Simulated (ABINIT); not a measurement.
# PbO (P4/nmm): G0W0 with ABINIT, start to end, part 2 of 3

Aim: the G0W0 gap of PbO (P4/nmm) on PBE, step by step.

ABINIT 10.8.3; PBE and many-body steps on it, plane waves. Known limits of the many-body steps: short of the basis limit; exchange with frozen shells missing; no spin-orbit coupling; coarse k mesh.

So far. Step 2 (Ground state): The gap is indirect, with the least direct gap 0.99 eV higher.

The database entry behind the starting cell differs from other determinations of this structure, so it need not match the best structure at room temperature.

### 3. Bands along the symmetry lines

Level of this step: DFT, PBE, plane waves, norm-conserving pseudopotentials (ABINIT).

The cheap functional maps the bands first; the places of the edges decide which points the dearer methods must see.

Input file run.abi:

```
acell 3*1.0 Angstrom
rprim 
  3.974800000000 0.000000000000 0.000000000000
  0.000000000000 3.974800000000 0.000000000000
  0.000000000000 0.000000000000 5.022700000000
ntypat 2
znucl 82 8
natom 4
typat 1 1 2 2
xred 
  0.000000000000 0.500000000000 0.238514000000
  0.500000000000 0.000000000000 0.761486000000
  0.000000000000 0.000000000000 0.000000000000
  0.500000000000 0.500000000000 0.000000000000
pp_dirpath "pseudos"
pseudos "Pb.upf, O.upf"
ecut 36
iscf -2
irdden 1
kptopt 0
nkpt 75
kpt 
  0.00000000 0.00000000 0.00000000
  0.00000000 0.06250000 0.00000000
  0.00000000 0.12500000 0.00000000
  0.00000000 0.18750000 0.00000000
  0.00000000 0.25000000 0.00000000
  0.00000000 0.31250000 0.00000000
  0.00000000 0.37500000 0.00000000
  0.00000000 0.43750000 0.00000000
  0.00000000 0.50000000 0.00000000
  0.06250000 0.50000000 0.00000000
  0.12500000 0.50000000 0.00000000
  0.18750000 0.50000000 0.00000000
  0.25000000 0.50000000 0.00000000
  0.31250000 0.50000000 0.00000000
  0.37500000 0.50000000 0.00000000
  0.43750000 0.50000000 0.00000000
  0.50000000 0.50000000 0.00000000
  0.43750000 0.43750000 0.00000000
  0.37500000 0.37500000 0.00000000
  0.31250000 0.31250000 0.00000000
  0.25000000 0.25000000 0.00000000
  0.18750000 0.18750000 0.00000000
  0.12500000 0.12500000 0.00000000
  0.06250000 0.06250000 0.00000000
  0.00000000 0.00000000 0.00000000
  0.00000000 0.00000000 0.06250000
  0.00000000 0.00000000 0.12500000
  0.00000000 0.00000000 0.18750000
  0.00000000 0.00000000 0.25000000
  0.00000000 0.00000000 0.31250000
  0.00000000 0.00000000 0.37500000
  0.00000000 0.00000000 0.43750000
  0.00000000 0.00000000 0.50000000
  0.00000000 0.06250000 0.50000000
  0.00000000 0.12500000 0.50000000
  0.00000000 0.18750000 0.50000000
  0.00000000 0.25000000 0.50000000
  0.00000000 0.31250000 0.50000000
  0.00000000 0.37500000 0.50000000
  0.00000000 0.43750000 0.50000000
  0.00000000 0.50000000 0.50000000
  0.06250000 0.50000000 0.50000000
  0.12500000 0.50000000 0.50000000
  0.18750000 0.50000000 0.50000000
  0.25000000 0.50000000 0.50000000
  0.31250000 0.50000000 0.50000000
  0.37500000 0.50000000 0.50000000
  0.43750000 0.50000000 0.50000000
  0.50000000 0.50000000 0.50000000
  0.43750000 0.43750000 0.50000000
  0.37500000 0.37500000 0.50000000
  0.31250000 0.31250000 0.50000000
  0.25000000 0.25000000 0.50000000
  0.18750000 0.18750000 0.50000000
  0.12500000 0.12500000 0.50000000
  0.06250000 0.06250000 0.50000000
  0.00000000 0.00000000 0.50000000
  0.00000000 0.50000000 0.00000000
  0.00000000 0.50000000 0.06250000
  0.00000000 0.50000000 0.12500000
  0.00000000 0.50000000 0.18750000
  0.00000000 0.50000000 0.25000000
  0.00000000 0.50000000 0.31250000
  0.00000000 0.50000000 0.37500000
  0.00000000 0.50000000 0.43750000
  0.00000000 0.50000000 0.50000000
  0.50000000 0.50000000 0.00000000
  0.50000000 0.50000000 0.06250000
  0.50000000 0.50000000 0.12500000
  0.50000000 0.50000000 0.18750000
  0.50000000 0.50000000 0.25000000
  0.50000000 0.50000000 0.31250000
  0.50000000 0.50000000 0.37500000
  0.50000000 0.50000000 0.43750000
  0.50000000 0.50000000 0.50000000
istwfk *1
nband 27
nbdbuf 2
tolwfr 1e-08
nstep 40
prtwf 0
prtvol 0
indata_prefix "in"
outdata_prefix "out"
tmpdata_prefix "tmp"
```

Started as:

```sh
> OMP_NUM_THREADS=1 mpirun -n 8 abinit run.abi > log
```

Log:

```text
.Version 10.8.3 of ABINIT. v10.8.2 released Aug 2026.

 Symmetries : space group P4/n m m (#129); Bravais tP (primitive tetrag.)
[... echo of the input left out ...]
== DATASET  1 ==================================================================
-   mpi_nproc: 8, omp_nthreads: 1 (-1 if OMP is not activated)

--- !DatasetInfo
iteration_state: {dtset: 1, }
dimensions: {natom: 4, nkpt: 75, mband: 27, nsppol: 1, nspinor: 1, nspden: 1, mpw: 5556, }
cutoff_energies: {ecut:  36.0, pawecutdg:  -1.0, }
electrons: {nelect:   4.00000000E+01, charge:   0.00000000E+00, occopt:   1.00000000E+00, tsmear:   1.00000000E-02, }

 Real(R)+Recip(G) space primitive vectors, cartesian coordinates (Bohr,Bohr^-1):
 R(1)=  7.5112834  0.0000000  0.0000000  G(1)=  0.1331330  0.0000000  0.0000000
 R(2)=  0.0000000  7.5112834  0.0000000  G(2)=  0.0000000  0.1331330  0.0000000
 R(3)=  0.0000000  0.0000000  9.4915274  G(3)=  0.0000000  0.0000000  0.1053571
 Unit cell volume ucvol=  5.3550608E+02 bohr^3
 Angles (23,13,12)=  9.00000000E+01  9.00000000E+01  9.00000000E+01 degrees

 getcut: wavevector=  0.0000  0.0000  0.0000  ngfft=  45  45  54
         ecut(hartree)=     36.000   => boxcut(ratio)=   2.10640

--- Pseudopotential description ------------------------------------------------
- Pb Generated using ONCVPSP code by D. R. Hamann
- 82.00000  14.00000  171031                  znucl, zion, pspdat
12 -101130 2 -1 1678                          pspcod,pspxc,lmax,lloc,mmax
     nproj     2     2     2
  pspatm : epsatm=   44.51699805
         --- l  ekb(1:nproj) -->
             0    6.252189    1.204459
             1    4.269705    0.573330
             2   -3.257075   -0.848448
 pspatm: atomic psp has been read  and splines computed

- O Generated using ONCVPSP code by D. R. Hamann
-  8.00000   6.00000  171031                  znucl, zion, pspdat
12 -101130 2 -1 936                           pspcod,pspxc,lmax,lloc,mmax
     nproj     2     2     1
  pspatm : epsatm=    6.19545534
         --- l  ekb(1:nproj) -->
[...]
2   -1.331955
 pspatm: atomic psp has been read  and splines computed

--------------------------------------------------------------------------------

================================================================================
 prteigrs : about to open file out_EIG
 Non-SCF case, kpt    1 (  0.00000  0.00000  0.00000), residuals and eigenvalues=
  6.31E-09  2.38E-09  3.56E-09  7.07E-09  6.46E-09  9.69E-09  9.02E-09  4.78E-09
  2.42E-09  5.49E-09  7.64E-09  1.83E-09  6.21E-09  4.21E-09  1.99E-09  2.86E-09
  6.22E-09  3.83E-09  8.27E-09  8.94E-09  2.55E-09  9.32E-09  5.77E-09  9.91E-09
[...]
-5.3526E-01 -5.1591E-01 -4.5139E-01 -4.5139E-01 -4.4927E-01 -4.4820E-01
 -4.4540E-01 -4.4335E-01 -4.4302E-01 -4.4302E-01 -4.4179E-01 -3.9210E-01
 -1.2655E-01 -1.0921E-01 -1.6970E-02 -1.6970E-02  7.5873E-02  7.9074E-02
[...]
Non-SCF case, kpt    3 (  0.00000  0.12500  0.00000), residuals and eigenvalues=
[...]
Non-SCF case, kpt   74 (  0.50000  0.50000  0.43750), residuals and eigenvalues=
[...]
Non-SCF case, kpt   75 (  0.50000  0.50000  0.50000), residuals and eigenvalues=
[...]
-1.6078E-01 -1.6078E-01 -4.1717E-03 -4.1717E-03  5.5189E-02  5.5189E-02
  1.0162E-01  1.0162E-01  2.6313E-01  2.6313E-01  3.1257E-01  3.1257E-01
[...]
--- !ResultsGS
iteration_state: {dtset: 1, }
comment   : Summary of ground state results
lattice_vectors:
- [  7.5112834,   0.0000000,   0.0000000, ]
- [  0.0000000,   7.5112834,   0.0000000, ]
- [  0.0000000,   0.0000000,   9.4915274, ]
lattice_lengths: [   7.51128,    7.51128,    9.49153, ]
lattice_angles: [ 90.000,  90.000,  90.000, ] # degrees, (23, 13, 12)
lattice_volume:   5.3550608E+02
convergence: {deltae:  0.000E+00, res2:  0.000E+00, residm:  9.995E-09, diffor:  0.000E+00, }
etotal    :  -1.73834428E+02
entropy   :   0.00000000E+00
fermie    :   1.38128484E-01
cartesian_stress_tensor: null
pressure_GPa: null
xred      :
- [  0.0000E+00,   5.0000E-01,   2.3851E-01, Pb]
- [  5.0000E-01,   0.0000E+00,   7.6149E-01, Pb]
- [  0.0000E+00,   0.0000E+00,   0.0000E+00,  O]
- [  5.0000E-01,   5.0000E-01,   0.0000E+00,  O]
cartesian_forces: null
force_length_stats: {min: null, max: null, mean: null, }

 Integrated electronic density in atomic spheres:
 ------------------------------------------------
 Atom  Sphere_radius  Integrated_density
[...]
================================================================================

 ----iterations are completed or convergence reached----

 Mean square residual over all n,k,spin=   53.088E-10; max=  99.949E-10
 reduced coordinates (array xred) for    4 atoms
[...]
cartesian coordinates (angstrom) at end:
    1      0.000000     1.987400     1.197984
    2      1.987400     0.000000     3.824716
    3      0.000000     0.000000     0.000000
    4      1.987400     1.987400     0.000000
 length scales=  1.889726  1.889726  1.889726 bohr
              =  1.000000  1.000000  1.000000 angstroms
 prteigrs : about to open file out_EIG
 Eigenvalues (hartree) for nkpt=  75  k points:
 kpt#   1, nband= 27, wtk=  1.00000, kpt=  0.0000  0.0000  0.0000 (reduced coord)
[...]
kpt#   2, nband= 27, wtk=  1.00000, kpt=  0.0000  0.0625  0.0000 (reduced coord)
[...]
kpt#   3, nband= 27, wtk=  1.00000, kpt=  0.0000  0.1250  0.0000 (reduced coord)
[...]
kpt#  74, nband= 27, wtk=  1.00000, kpt=  0.5000  0.5000  0.4375 (reduced coord)
[...]
0.34960    0.34960    0.53891
 kpt#  75, nband= 27, wtk=  1.00000, kpt=  0.5000  0.5000  0.5000 (reduced coord)
[...]
-0.44393   -0.44393   -0.41015   -0.41015   -0.16078   -0.16078   -0.00417   -0.00417
   0.05519    0.05519    0.10162    0.10162    0.26313    0.26313    0.31257    0.31257
   0.35015    0.35015    0.54511

== END DATASET(S) ==============================================================
================================================================================

 -outvars: echo values of variables after computation  --------
            nband          27
             nkpt          75
          spgroup         129
 [... the other variables as echoed above ...]

 Calculation completed.
```

The job ended after 24 s (8 MPI ranks of Arm Neoverse V2, shared host; peak memory 0.69 GiB).

Numbers from this step:

```yaml
gap: 1.148 eV
k_of_the_valence_top: 0.0625, 0.0625, 0
k_of_the_conduction_bottom: 0.5, 0.5, 0
least_direct_gap: 2.145 eV
```

The gap is 1.148 eV, −0.007 eV from the run before at this level.

Electronic bands along the path, in eV, zero at the top of the highest filled band:

| point | band 17 | band 18 | band 19 | band 20 | band 21 | band 22 | band 23 | band 24 |
| --- | --- | --- | --- | --- | --- | --- | --- | --- |
| Γ | -1.70 | -1.61 | -1.61 | -0.01 | 2.38 | 5.55 | 5.57 | 5.57 |
| halfway | -2.49 | -2.02 | -1.92 | -0.23 | 3.53 | 3.54 | 5.53 | 5.89 |
| X | -2.96 | -2.96 | -1.68 | -1.68 | 3.36 | 3.36 | 6.62 | 6.62 |
| halfway | -2.18 | -2.18 | -1.42 | -1.42 | 2.49 | 2.49 | 5.40 | 5.40 |
| M | -1.68 | -1.68 | -1.00 | -1.00 | 1.15 | 1.15 | 5.23 | 5.23 |
| halfway | -2.82 | -2.70 | -1.23 | -0.51 | 3.04 | 3.40 | 4.72 | 5.14 |
| Γ | -1.70 | -1.61 | -1.61 | -0.01 | 2.38 | 5.55 | 5.57 | 5.57 |
| halfway | -1.72 | -1.63 | -1.63 | -0.38 | 2.08 | 4.52 | 4.52 | 5.02 |
| Z | -1.74 | -1.64 | -1.64 | -0.99 | 2.02 | 3.96 | 3.96 | 4.28 |
| halfway | -2.32 | -2.04 | -1.14 | -0.96 | 2.29 | 3.12 | 4.59 | 6.56 |
| R | -2.93 | -2.93 | -1.01 | -1.01 | 3.05 | 3.05 | 6.27 | 6.27 |
| halfway | -1.71 | -1.71 | -1.49 | -1.49 | 3.41 | 3.41 | 4.59 | 4.59 |
| A | -2.26 | -2.26 | -1.00 | -1.00 | 3.39 | 3.39 | 4.74 | 4.74 |
| halfway | -2.75 | -1.59 | -1.22 | -1.08 | 2.47 | 3.66 | 3.84 | 6.39 |
| Z | -1.74 | -1.64 | -1.64 | -0.99 | 2.02 | 3.96 | 3.96 | 4.28 |
| jump to X | -2.96 | -2.96 | -1.68 | -1.68 | 3.36 | 3.36 | 6.62 | 6.62 |
| halfway | -2.94 | -2.94 | -1.30 | -1.30 | 3.20 | 3.20 | 6.45 | 6.45 |
| R | -2.93 | -2.93 | -1.01 | -1.01 | 3.05 | 3.05 | 6.27 | 6.27 |
| jump to M | -1.68 | -1.68 | -1.00 | -1.00 | 1.15 | 1.15 | 5.23 | 5.23 |
| halfway | -1.99 | -1.99 | -1.00 | -1.00 | 1.98 | 1.98 | 5.54 | 5.54 |
| A | -2.26 | -2.26 | -1.00 | -1.00 | 3.39 | 3.39 | 4.74 | 4.74 |

### 4. Empty states on the mesh, 4×4×2 mesh, 85 bands

The sums over transitions need many empty states on a uniform mesh; this step solves for them.

Input file run.abi:

```
acell 3*1.0 Angstrom
rprim 
  3.974800000000 0.000000000000 0.000000000000
  0.000000000000 3.974800000000 0.000000000000
  0.000000000000 0.000000000000 5.022700000000
ntypat 2
znucl 82 8
natom 4
typat 1 1 2 2
xred 
  0.000000000000 0.500000000000 0.238514000000
  0.500000000000 0.000000000000 0.761486000000
  0.000000000000 0.000000000000 0.000000000000
  0.500000000000 0.500000000000 0.000000000000
pp_dirpath "pseudos"
pseudos "Pb.upf, O.upf"
ecut 36
ngkpt 4 4 2
nshiftk 1
shiftk 0 0 0
kptopt 1
chksymbreak 0
iscf -2
irdden 1
istwfk *1
nband 85
nbdbuf 6
tolwfr 1e-09
nstep 60
prtvol 0
indata_prefix "in"
outdata_prefix "out"
tmpdata_prefix "tmp"
```

Log:

```text
.Version 10.8.3 of ABINIT. v10.8.2 released Aug 2026.

 Symmetries : space group P4/n m m (#129); Bravais tP (primitive tetrag.)
[... echo of the input left out ...]
== DATASET  1 ==================================================================
-   mpi_nproc: 8, omp_nthreads: 1 (-1 if OMP is not activated)
-    --> not optimal distribution: autoparal keyword recommended in input file <--

--- !DatasetInfo
iteration_state: {dtset: 1, }
dimensions: {natom: 4, nkpt: 12, mband: 85, nsppol: 1, nspinor: 1, nspden: 1, mpw: 5556, }
cutoff_energies: {ecut:  36.0, pawecutdg:  -1.0, }
electrons: {nelect:   4.00000000E+01, charge:   0.00000000E+00, occopt:   1.00000000E+00, tsmear:   1.00000000E-02, }

 Real(R)+Recip(G) space primitive vectors, cartesian coordinates (Bohr,Bohr^-1):
 R(1)=  7.5112834  0.0000000  0.0000000  G(1)=  0.1331330  0.0000000  0.0000000
 R(2)=  0.0000000  7.5112834  0.0000000  G(2)=  0.0000000  0.1331330  0.0000000
 R(3)=  0.0000000  0.0000000  9.4915274  G(3)=  0.0000000  0.0000000  0.1053571
 Unit cell volume ucvol=  5.3550608E+02 bohr^3
 Angles (23,13,12)=  9.00000000E+01  9.00000000E+01  9.00000000E+01 degrees

 getcut: wavevector=  0.0000  0.0000  0.0000  ngfft=  45  45  54
         ecut(hartree)=     36.000   => boxcut(ratio)=   2.10640

--- Pseudopotential description ------------------------------------------------
- Pb Generated using ONCVPSP code by D. R. Hamann
- 82.00000  14.00000  171031                  znucl, zion, pspdat
12 -101130 2 -1 1678                          pspcod,pspxc,lmax,lloc,mmax
     nproj     2     2     2
  pspatm : epsatm=   44.51699805
         --- l  ekb(1:nproj) -->
             0    6.252189    1.204459
             1    4.269705    0.573330
             2   -3.257075   -0.848448
 pspatm: atomic psp has been read  and splines computed

- O Generated using ONCVPSP code by D. R. Hamann
-  8.00000   6.00000  171031                  znucl, zion, pspdat
12 -101130 2 -1 936                           pspcod,pspxc,lmax,lloc,mmax
     nproj     2     2     1
  pspatm : epsatm=    6.19545534
         --- l  ekb(1:nproj) -->
[...]
2   -1.331955
 pspatm: atomic psp has been read  and splines computed

--------------------------------------------------------------------------------

================================================================================
 prteigrs : about to open file out_EIG
 Non-SCF case, kpt    1 (  0.00000  0.00000  0.00000), residuals and eigenvalues=
  7.11E-10  5.17E-10  3.74E-10  7.78E-10  3.42E-10  3.58E-10  1.95E-10  8.67E-10
  3.74E-10  9.21E-10  2.90E-10  2.45E-10  6.17E-10  3.97E-10  3.52E-10  8.53E-10
  5.04E-10  3.41E-10  6.47E-10  8.47E-10  4.31E-10  4.64E-10  2.03E-10  3.13E-10
[...]
7.11E-08  2.09E-06  3.71E-07  5.25E-06  8.58E-06
 -5.3526E-01 -5.1591E-01 -4.5139E-01 -4.5139E-01 -4.4927E-01 -4.4820E-01
 -4.4540E-01 -4.4335E-01 -4.4302E-01 -4.4302E-01 -4.4179E-01 -3.9210E-01
 -1.2655E-01 -1.0921E-01 -1.6970E-02 -1.6970E-02  7.5873E-02  7.9074E-02
[...]
1.6019E+00  1.6022E+00  1.6022E+00  1.6131E+00  1.6524E+00  1.6724E+00
  1.7177E+00  1.7518E+00  1.7626E+00  1.7627E+00  1.7743E+00  1.7743E+00
  1.7777E+00
 prteigrs : prtvol=0 or 1, do not print more k-points.

--- !ResultsGS
iteration_state: {dtset: 1, }
comment   : Summary of ground state results
lattice_vectors:
- [  7.5112834,   0.0000000,   0.0000000, ]
- [  0.0000000,   7.5112834,   0.0000000, ]
- [  0.0000000,   0.0000000,   9.4915274, ]
lattice_lengths: [   7.51128,    7.51128,    9.49153, ]
lattice_angles: [ 90.000,  90.000,  90.000, ] # degrees, (23, 13, 12)
lattice_volume:   5.3550608E+02
convergence: {deltae:  0.000E+00, res2:  0.000E+00, residm:  9.967E-10, diffor:  0.000E+00, }
etotal    :  -1.73834428E+02
entropy   :   0.00000000E+00
fermie    :   1.38128484E-01
cartesian_stress_tensor: null
pressure_GPa: null
xred      :
- [  0.0000E+00,   5.0000E-01,   2.3851E-01, Pb]
- [  5.0000E-01,   0.0000E+00,   7.6149E-01, Pb]
- [  0.0000E+00,   0.0000E+00,   0.0000E+00,  O]
- [  5.0000E-01,   5.0000E-01,   0.0000E+00,  O]
cartesian_forces: null
force_length_stats: {min: null, max: null, mean: null, }

 Integrated electronic density in atomic spheres:
 ------------------------------------------------
 Atom  Sphere_radius  Integrated_density
[...]
================================================================================

 ----iterations are completed or convergence reached----

 Mean square residual over all n,k,spin=   50.055E-11; max=  99.668E-11
 reduced coordinates (array xred) for    4 atoms
[...]
0.000000      0.000000      0.000000
       0.500000      0.500000      0.000000

 cartesian coordinates (angstrom) at end:
    1      0.000000     1.987400     1.197984
    2      1.987400     0.000000     3.824716
    3      0.000000     0.000000     0.000000
    4      1.987400     1.987400     0.000000
 length scales=  1.889726  1.889726  1.889726 bohr
              =  1.000000  1.000000  1.000000 angstroms
 prteigrs : about to open file out_EIG
 Eigenvalues (hartree) for nkpt=  12  k points:
 kpt#   1, nband= 85, wtk=  0.03125, kpt=  0.0000  0.0000  0.0000 (reduced coord)
[...]
1.47495    1.49355    1.49702    1.49702    1.52997    1.54467    1.56036    1.60192
   1.60192    1.60218    1.60218    1.61309    1.65242    1.67235    1.71771    1.75179
   1.76265    1.76265    1.77430    1.77431    1.77765
 prteigrs : prtvol=0 or 1, do not print more k-points.

== END DATASET(S) ==============================================================
================================================================================

 -outvars: echo values of variables after computation  --------
            nband          85
             nkpt          12
          spgroup         129
 [... the other variables as echoed above ...]

 Calculation completed.
```

Elapsed: 26 s, on 8 MPI ranks; peak memory 0.62 GiB; 3.5 min of CPU time.

This step gave:

- gap: 1.154 eV
- k of the valence top: 0, 0, 0
- k of the conduction bottom: 0.5, 0.5, 0
- least direct gap: 2.145 eV
- k points computed: 12
- lowest point of the top converged band, above the valence top: 41.48 eV

On this mesh the gap is 1.154 eV.

(Part 2 of 3 ends here.)

[Long decimals in the printed logs are rounded to 6 places.]

[Logs are printed without paths, hosts, clocks, repeated set-up lines and the standing remarks that a program may print on its own settings, such as how far it seeks lower states.]

[Paths, hosts, dates, memory and timing lines, banners, echoed tables and standing remarks are left out of the program output; an Ansatz launch command may be rebuilt from the run's recorded settings. Measured values are a selection of at most five: reports struck by readers or far from the other reports are left out. None is set beside runs whose start may be inverted or whose files or cutoffs have a known fault.]

[Runs of the session that timed out or met a known fault of the program may be left out.]

[Hosts, paths, dates, database ids (printed as entryN), source tags and the programs' standing remarks are cut or masked in the printed files.]

[G0W0 gaps are taken among the corrected bands and points alone; a level outside them can change the order at an edge.]

[Where Ansatz stands beside ABINIT at settings called matched, ABINIT's density can come from a denser mesh and the files from another edition; pairs whose starting gaps differed by over 0.03 eV were left out, so agreement reads better than it is.]
